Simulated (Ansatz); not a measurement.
An input for Ansatz 0.2.0 (AgI2 (P-4m2)):

```yaml
crystal:
  lattice:
    - [0.0, -3.03046733, 3.03046733]
    - [0.0, -3.03046733, -3.03046733]
    - [6.354781, 0.0, 0.0]
  atoms:
    - { symbol: Ag, position: [0.0, 0.0, 0.5] }
    - { symbol: I, position: [0.5, 0.0, 0.777762] }
    - { symbol: I, position: [0.0, 0.5, 0.222238] }
kpoints:
  mp_grid: { grid: [8, 8, 4] }
  band_path:
    path:
      - [[0.0, 0.0, 0.0], [0.0, 0.5, 0.0], [0.5, 0.5, 0.0], [0.0, 0.0, 0.0], [0.0, 0.0, 0.5], [0.0, 0.5, 0.5], [0.5, 0.5, 0.5], [0.0, 0.0, 0.5]]
      - [[0.0, 0.5, 0.0], [0.0, 0.5, 0.5]]
      - [[0.5, 0.5, 0.0], [0.5, 0.5, 0.5]]
    npoints: 10
hamiltonian:
  xc: lda
scf:
  occupations: { method: gaussian, width: 0.08 }
  n_extra_bands: 19
  max_iter: 150
output:
  eigenvalues: true
  forces: true
  stress: true
  fatbands: true
  write_density: true
  write_potential: true
  elf: true
  volumetric_format: npy
```

```sh
ansatz run input.yaml --threads 4 --pin off --max-ram 9216MiB --backend cpu --events-out ev --progress --plain --runs-dir out
```

Question: Estimate wall time and host memory on 4 threads of Arm Neoverse V2, shared host.

It took 15 s; on shared hardware allow 7.6 s to 30 s. Peak host memory was 0.62 GiB. The sizes that set the cost: 2269 plane waves a state, 45 irreducible k points and 8 SCF cycles.

[Paths, hosts, dates, memory and timing lines, banners, echoed tables and standing remarks are left out of the program output.]

[Logs are printed without paths, hosts, clocks, repeated set-up lines and the standing remarks that a program may print on its own settings, such as how far it seeks lower states.]

[Runs of the session that timed out or met a known fault of the program may be left out.]

[Hosts, paths, dates, database ids (printed as entryN), source tags and the programs' standing remarks are cut or masked in the printed files.]
